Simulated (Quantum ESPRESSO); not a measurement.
**Collinear magnetic orders of Cr2O3 (Eskolaite) with Quantum ESPRESSO**

Does Cr2O3 (Eskolaite) prefer parallel or opposed moments?

Main program and level: Quantum ESPRESSO 7.5; PBEsol; plane waves with GBRV 1.5 PBEsol potentials, no spin-orbit coupling.

**1. The starting structure**

The structure is trigonal, space group R-3c (No. 167). The conventional cell has a = 4.957 Å, b = 4.957 Å, c = 13.592 Å, α = 90.00°, β = 90.00°, γ = 120.00°. Cr has 6 O at 1.96 to 2.01 Å nearest. O has 4 Cr at 1.96 to 2.01 Å nearest. Farther neighbours and most contacts between anions are not listed.

The cell comes from the Crystallography Open Database.

**2. Run 1 (ferro ++++)**

The signs are those of the starting moments on the seeded atoms, the atoms that are given a moment.

pw.in reads:

```
&CONTROL
  calculation = 'scf'
  prefix = 'pwscf'
  outdir = './tmp'
  pseudo_dir = './pseudo'
  disk_io = 'nowf'
/
&SYSTEM
  ibrav = 0
  celldm(1) = 8
  nat = 10
  ntyp = 2
  ecutwfc = 40
  ecutrho = 280
  nbnd = 66
  occupations = 'smearing'
  smearing = 'fd'
  degauss = 0.00367493
  nspin = 2
  starting_magnetization(1) = 0.2143
  starting_magnetization(2) = 0
/
&ELECTRONS
  conv_thr = 2d-08
  electron_maxstep = 150
  mixing_beta = 0.3
/
ATOMIC_SPECIES
Cr     51.9961 cr_pbesol_v1.5.uspp.F.UPF
O      15.9990 o_pbesol_v1.2.uspp.F.UPF
CELL_PARAMETERS alat
   0.5854607749856    0.3380159360411    1.0702385168308
  -0.5854607749856    0.3380159360411    1.0702385168308
   0.0000000000000   -0.6760318720822    1.0702385168308
ATOMIC_POSITIONS crystal
Cr      0.3474800000    0.3474800000    0.3474800000
Cr      0.1525200000    0.1525200000    0.1525200000
Cr      0.6525200000    0.6525200000    0.6525200000
Cr      0.8474800000    0.8474800000    0.8474800000
O       0.5558000000    0.9442000000    0.2500000000
O       0.2500000000    0.5558000000    0.9442000000
O       0.9442000000    0.2500000000    0.5558000000
O       0.4442000000    0.0558000000    0.7500000000
O       0.7500000000    0.4442000000    0.0558000000
O       0.0558000000    0.7500000000    0.4442000000
K_POINTS automatic
6 6 6 0 0 0
```

Command:

```bash
> OMP_NUM_THREADS=1 mpirun -n 4 pw.x -nk 4 -in pw.in > pw.out
```

The log of the run:

```text
Program PWSCF v.7.5 starts

     Message from routine setup:
     using ibrav=0 with symmetry is DISCOURAGED, use correct ibrav instead

     K-points division:     npool     =       4
     Subspace diagonalization in iterative solution of the eigenvalue problem:

     G-vector sticks info
     --------------------
     sticks:   dense  smooth     PW     G-vecs:    dense   smooth      PW
     Sum        1855    1071    329                51357    22277    3781

     Using Slab Decomposition

     bravais-lattice index     =            0
     lattice parameter (alat)  =       8.0000  a.u.
     unit-cell volume          =     650.6340 (a.u.)^3
     number of atoms/cell      =           10
     number of atomic types    =            2
     number of electrons       =        92.00
     number of Kohn-Sham states=           66
     kinetic-energy cutoff     =      40.0000  Ry
     charge density cutoff     =     280.0000  Ry
     scf convergence threshold =      2.0E-08
     mixing beta               =       0.3000
     number of iterations used =            8  plain     mixing
     Exchange-correlation= SLA  PW   PSX  PSC
                           (   1   4  10   8   0   0   0)

     celldm(1)=   8.000000  celldm(2)=   0.000000  celldm(3)=   0.000000
     celldm(4)=   0.000000  celldm(5)=   0.000000  celldm(6)=   0.000000

     crystal axes: (cart. coord. in units of alat)
               a(1) = (   0.585461   0.338016   1.070239 )
               a(2) = (  -0.585461   0.338016   1.070239 )
               a(3) = (   0.000000  -0.676032   1.070239 )

     reciprocal axes: (cart. coord. in units 2 pi/alat)
               b(1) = (  0.854028  0.493073  0.311457 )
               b(2) = ( -0.854028  0.493073  0.311457 )
               b(3) = (  0.000000 -0.986147  0.311457 )

     PseudoPot. # 1 for Cr read from file:
     cr_pbesol_v1.5.uspp.F.UPF
     Pseudo is Ultrasoft + core correction, Zval = 14.0
     Generated by new atomic code, or converted to UPF format
     Using radial grid of  857 points,  6 beta functions with:
                l(1) =   0
                l(2) =   0
                l(3) =   1
                l(4) =   1
                l(5) =   2
                l(6) =   2
     Q(r) pseudized with  8 coefficients,  rinner =    0.950   0.950   0.950
                                                       0.950   0.950

     PseudoPot. # 2 for O  read from file:
     o_pbesol_v1.2.uspp.F.UPF
     Pseudo is Ultrasoft + core correction, Zval =  6.0
     Generated by new atomic code, or converted to UPF format
     Using radial grid of  737 points,  5 beta functions with:
                l(1) =   0
                l(2) =   0
                l(3) =   1
                l(4) =   1
                l(5) =   2
     Q(r) pseudized with  8 coefficients,  rinner =    0.900   0.900   0.900
                                                       0.900   0.900

     atomic species   valence    mass     pseudopotential
     Cr               14.00    51.99610     Cr( 1.00)
     O                 6.00    15.99900     O ( 1.00)

     Starting magnetic structure
     atomic species   magnetization
     Cr              0.214
     O               0.000

     12 Sym. Ops., with inversion, found ( 6 have fractional translation)

   Cartesian axes

     site n.     atom                  positions (alat units)
         1        Cr     tau(   1) = (  -0.0000000  -0.0000000   1.1156594  )
         2        Cr     tau(   2) = (   0.0000000  -0.0000000   0.4896983  )
         3        Cr     tau(   3) = (   0.0000000  -0.0000000   2.0950561  )
         4        Cr     tau(   4) = (  -0.0000000   0.0000000   2.7210172  )
         5        O      tau(   5) = (  -0.2273930   0.3380159   1.8729174  )
         6        O      tau(   6) = (  -0.1790339  -0.3659361   1.8729174  )
         7        O      tau(   7) = (   0.4064269   0.0279201   1.8729174  )
         8        O      tau(   8) = (   0.2273930  -0.3380159   1.3377981  )
         9        O      tau(   9) = (   0.1790339   0.3659361   1.3377981  )
        10        O      tau(  10) = (  -0.4064269  -0.0279201   1.3377981  )

     number of k points=    32  Fermi-Dirac smearing, width (Ry)=  0.0037
                       cart. coord. in units 2pi/alat
        k(    1) = (   0.0000000   0.0000000   0.0000000), wk =   0.0046296
        k(    2) = (   0.0000000  -0.1643578   0.0519095), wk =   0.0277778
        k(    3) = (   0.0000000  -0.3287156   0.1038190), wk =   0.0277778
        k(    4) = (  -0.0000000   0.4930734  -0.1557285), wk =   0.0138889
        k(    5) = (  -0.1423380  -0.0821789   0.1038190), wk =   0.0277778
        [... 27 further k-points ...]

     Dense  grid:    51357 G-vectors     FFT dimensions: (  54,  54,  54)

     Smooth grid:    22277 G-vectors     FFT dimensions: (  48,  48,  48)

     Check: negative core charge=   -0.000008
     Generating pointlists ...
     new r_m :   0.1914 (alat units)  1.5312 (a.u.) for type    1
     new r_m :   0.1914 (alat units)  1.5312 (a.u.) for type    2

     Initial potential from superposition of free atoms

     starting charge      87.9999, renormalised to      92.0000

     negative rho (up, down):  2.849E-04 1.648E-04
     Starting wfcs are   64 randomized atomic wfcs +    2 random wfcs

     Self-consistent Calculation

     iteration #  1     ecut=    40.00 Ry     beta= 0.30
     Davidson diagonalization with overlap
     ethr =  1.00E-02,  avg # of iterations =  5.3

     negative rho (up, down):  0.000E+00 4.635E-03

     total energy              =    -894.61251869 Ry
     estimated scf accuracy    <       3.92812114 Ry

     total magnetization       =     9.38 Bohr mag/cell
     absolute magnetization    =     9.43 Bohr mag/cell

     iteration #  2     ecut=    40.00 Ry     beta= 0.30
     Davidson diagonalization with overlap
     ethr =  4.27E-03,  avg # of iterations =  2.1

     negative rho (up, down):  0.000E+00 6.971E-03

     total energy              =    -895.37419212 Ry
     estimated scf accuracy    <       0.41452714 Ry

     total magnetization       =    11.61 Bohr mag/cell
     absolute magnetization    =    11.76 Bohr mag/cell

     iteration #  3     ecut=    40.00 Ry     beta= 0.30
     Davidson diagonalization with overlap
     ethr =  4.51E-04,  avg # of iterations =  2.2

     negative rho (up, down):  0.000E+00 1.078E-02

     total energy              =    -895.45551076 Ry
     estimated scf accuracy    <       0.07076533 Ry

     total magnetization       =    11.80 Bohr mag/cell
     absolute magnetization    =    11.95 Bohr mag/cell

     [... further iterations left out ...]

     iteration #  8     ecut=    40.00 Ry     beta= 0.30
     Davidson diagonalization with overlap
     ethr =  1.15E-08,  avg # of iterations =  1.6

     negative rho (up, down):  0.000E+00 1.546E-02

     total energy              =    -895.47955805 Ry
     estimated scf accuracy    <       0.00000496 Ry

     total magnetization       =    12.00 Bohr mag/cell
     absolute magnetization    =    12.24 Bohr mag/cell

     iteration #  9     ecut=    40.00 Ry     beta= 0.30
     Davidson diagonalization with overlap
     ethr =  5.39E-09,  avg # of iterations =  2.0

     negative rho (up, down):  0.000E+00 1.546E-02

     total energy              =    -895.47956153 Ry
     estimated scf accuracy    <       0.00000100 Ry

     total magnetization       =    12.00 Bohr mag/cell
     absolute magnetization    =    12.24 Bohr mag/cell

     iteration # 10     ecut=    40.00 Ry     beta= 0.30
     Davidson diagonalization with overlap
     ethr =  1.09E-09,  avg # of iterations =  2.0

     negative rho (up, down):  0.000E+00 1.546E-02

     total energy              =    -895.47956293 Ry
     estimated scf accuracy    <       0.00000020 Ry

     total magnetization       =    12.00 Bohr mag/cell
     absolute magnetization    =    12.24 Bohr mag/cell

     iteration # 11     ecut=    40.00 Ry     beta= 0.30
     Davidson diagonalization with overlap
     ethr =  2.12E-10,  avg # of iterations =  1.3

     negative rho (up, down):  0.000E+00 1.546E-02

     Magnetic moment per site  (integrated on atomic sphere of radius R)
     atom   1 (R=0.191)  charge= 10.8761  magn=  2.4182
     atom   2 (R=0.191)  charge= 10.8761  magn=  2.4182
     atom   3 (R=0.191)  charge= 10.8761  magn=  2.4182
     atom   4 (R=0.191)  charge= 10.8761  magn=  2.4182
     atom   5 (R=0.191)  charge=  5.4412  magn=  0.0010
     atom   6 (R=0.191)  charge=  5.4412  magn=  0.0010
     atom   7 (R=0.191)  charge=  5.4412  magn=  0.0010
     atom   8 (R=0.191)  charge=  5.4412  magn=  0.0010
     atom   9 (R=0.191)  charge=  5.4412  magn=  0.0010
     atom  10 (R=0.191)  charge=  5.4412  magn=  0.0010

     End of self-consistent calculation

     [... lines left out ...]
     the Fermi energy is    13.1976 ev

!    total energy              =    -895.47956403 Ry
     estimated scf accuracy    <          5.9E-09 Ry
     smearing contrib. (-TS)   =      -0.00003768 Ry
     internal energy E=F+TS    =    -895.47952635 Ry

     The total energy is F=E-TS. E is the sum of the following terms:
     one-electron contribution =    -366.42998098 Ry
     hartree contribution      =     232.45063710 Ry
     xc contribution           =    -132.73873524 Ry
     ewald contribution        =    -628.76144723 Ry

     total magnetization       =    12.00 Bohr mag/cell
     absolute magnetization    =    12.24 Bohr mag/cell

     convergence has been achieved in  11 iterations

=------------------------------------------------------------------------------=
   JOB DONE.
=------------------------------------------------------------------------------=
```

Elapsed: 69 s, on 4 MPI ranks of Intel Xeon 6975P-C (Granite Rapids), shared host; peak memory 0.8 GiB; 4.6 min of CPU time.

Spin moment in the atom's sphere by atom:

```
atom  spin moment in the atom's sphere (μB)
 Cr1                                   2.42
 Cr2                                   2.42
 Cr3                                   2.42
 Cr4                                   2.42
  O5                                   0.00
  O6                                   0.00
  O7                                   0.00
  O8                                   0.00
  O9                                   0.00
 O10                                   0.00
```

Read from the output:

- smearing term TS: 5.13e-4 eV
- magnetization: 12.00 μB
- absolute magnetization: 12.24 μB
- final state: ferromagnetic

Spin density in the ac plane of the conventional cell at fractional y = 0.000, with atoms of Cr and O within 0.2 Å of it.

Values in e/Å³, 24 rows by 14 columns, each cell a mean:
```
0.0 0.0 0.0 0.0 0.0 0.0 0.0 0.0 0.0 0.0 0.0 0.0 0.0 0.0
0.1 0.1 0.0 0.0 0.0 0.0 0.0 0.0 0.0 0.0 0.0 0.0 0.0 0.1
1.6 0.6 0.2 0.1 0.0 0.0 0.0 0.0 0.0 0.0 0.0 0.0 0.1 0.7
3.4 1.6 0.4 0.1 0.0 0.0 0.0 0.0 0.0 0.0 0.0 0.2 0.8 2.8
1.5 0.2 0.1 0.0 0.0 0.0 0.0 0.0 0.0 0.0 0.0 0.1 0.4 1.2
0.1 0.1 0.0 0.0 0.0 0.0 0.0 0.0 0.0 0.0 0.0 0.0 0.0 0.1
0.3 0.1 0.0 0.0 0.0 0.0 0.0 0.0 0.0 0.0 0.0 0.0 0.1 0.2
2.4 0.5 0.1 0.0 0.0 0.0 0.0 0.0 0.0 0.0 0.0 0.1 0.7 2.0
3.3 1.8 0.4 0.1 0.0 0.0 0.0 0.0 0.0 0.0 0.0 0.1 0.6 2.1
0.7 0.3 0.1 0.0 0.0 0.0 0.0 0.0 0.0 0.0 0.0 0.0 0.1 0.5
0.1 0.0 0.0 0.0 0.0 0.0 0.0 0.0 0.0 0.0 0.0 0.0 0.0 0.1
0.0 0.0 0.0 0.0 0.0 0.0 0.0 0.0 0.0 0.0 0.0 0.0 0.0 0.0
0.0 0.0 0.0 0.0 0.0 0.0 0.0 0.0 0.0 0.0 0.0 0.0 0.0 0.0
0.1 0.1 0.0 0.0 0.0 0.0 0.0 0.0 0.0 0.0 0.0 0.0 0.0 0.1
1.4 0.2 0.1 0.0 0.0 0.0 0.0 0.0 0.0 0.0 0.0 0.1 0.4 1.1
3.3 1.7 0.3 0.1 0.0 0.0 0.0 0.0 0.0 0.0 0.0 0.2 0.8 2.9
1.7 0.7 0.2 0.0 0.0 0.0 0.0 0.0 0.0 0.0 0.0 0.0 0.1 0.8
0.1 0.1 0.0 0.0 0.0 0.0 0.0 0.0 0.0 0.0 0.0 0.0 0.0 0.1
0.3 0.1 0.0 0.0 0.0 0.0 0.0 0.0 0.0 0.0 0.0 0.0 0.0 0.2
2.7 1.3 0.3 0.1 0.0 0.0 0.0 0.0 0.0 0.0 0.0 0.1 0.2 1.2
3.2 1.1 0.2 0.0 0.0 0.0 0.0 0.0 0.0 0.0 0.0 0.2 0.9 2.7
0.7 0.2 0.0 0.0 0.0 0.0 0.0 0.0 0.0 0.0 0.0 0.1 0.2 0.5
0.1 0.0 0.0 0.0 0.0 0.0 0.0 0.0 0.0 0.0 0.0 0.0 0.0 0.1
0.0 0.0 0.0 0.0 0.0 0.0 0.0 0.0 0.0 0.0 0.0 0.0 0.0 0.0
```
Columns run along a (5.0 Å), rows up along c (13.6 Å), edges of the conventional cell, whose origin can differ from the input's. Atoms in or near the plane, at fractional coordinates: Cr at (0.00, 0.85), Cr at (0.00, 0.65), Cr at (0.00, 0.15), Cr at (0.00, 0.35), O at (0.31, 0.75), O at (0.33, 0.42), O at (0.36, 0.08), O at (0.69, 0.25), O at (0.67, 0.58), O at (0.64, 0.92).

Valence density in the ac plane of the conventional cell at fractional y = 0.000, with atoms of Cr and O within 0.2 Å of it. It is the smooth field of the valence electrons, not physical close to the nuclei.

Values in e/Å³, 24 rows by 14 columns, each cell a mean:
```
 0  0  0  0  0  0  0  0  1  1  1  0  0  0
 0  0  0  0  0  0  0  1  4  6  3  1  0  0
 6  2  0  0  0  0  0  1  3  4  3  1  1  4
11  9  1  0  0  0  0  0  0  0  0  1  4 13
 6  2  1  1  1  1  0  0  0  0  0  0  1  5
 0  0  1  4  6  4  1  0  0  0  0  0  0  0
 1  1  1  3  4  3  1  0  0  0  0  0  0  1
 9  4  1  1  1  0  0  0  0  0  0  0  2  8
10  8  1  0  0  0  0  0  1  1  1  1  3 11
 2  1  0  0  0  0  0  1  4  6  3  1  1  2
 0  0  0  0  0  0  0  1  3  4  2  1  0  0
 0  0  0  0  0  0  0  0  0  1  0  0  0  0
 0  0  0  0  1  1  1  0  0  0  0  0  0  0
 0  0  0  2  5  5  2  1  0  0  0  0  0  0
 6  2  1  2  4  4  2  0  0  0  0  0  1  4
 9  9  1  0  0  0  0  0  0  0  0  0  4 13
 6  3  0  0  0  0  0  0  1  1  1  1  1  4
 0  0  0  0  0  0  0  1  2  6  5  2  1  0
 1  0  0  0  0  0  0  0  2  4  4  2  1  1
10  5  1  0  0  0  0  0  0  1  1  1  2  8
11  7  1  1  1  1  1  0  0  0  0  0  3 12
 2  1  1  2  5  6  2  1  0  0  0  0  1  2
 0  0  0  1  4  4  2  0  0  0  0  0  0  0
 0  0  0  0  0  1  0  0  0  0  0  0  0  0
```
Columns run along a (5.0 Å), rows up along c (13.6 Å), edges of the conventional cell, whose origin can differ from the input's. Atoms in or near the plane, at fractional coordinates: Cr at (0.00, 0.85), Cr at (0.00, 0.65), Cr at (0.00, 0.15), Cr at (0.00, 0.35), O at (0.31, 0.75), O at (0.33, 0.42), O at (0.36, 0.08), O at (0.69, 0.25), O at (0.67, 0.58), O at (0.64, 0.92).

(Part 1 of 2 ends here.)

[Logs and program files are shortened in this print: banners, set-up blocks, solver, clock and traceback lines can be left out without a mark of their own.]

[Logs are printed without paths, hosts, clocks, repeated set-up lines and the standing remarks that a program may print on its own settings, such as how far it seeks lower states.]

[Hosts, paths, dates, database ids (printed as entryN), source tags and the programs' standing remarks are cut or masked in the printed files.]

[Where a cell is said to come from a database of computed structures, the database is the Materials Project.]
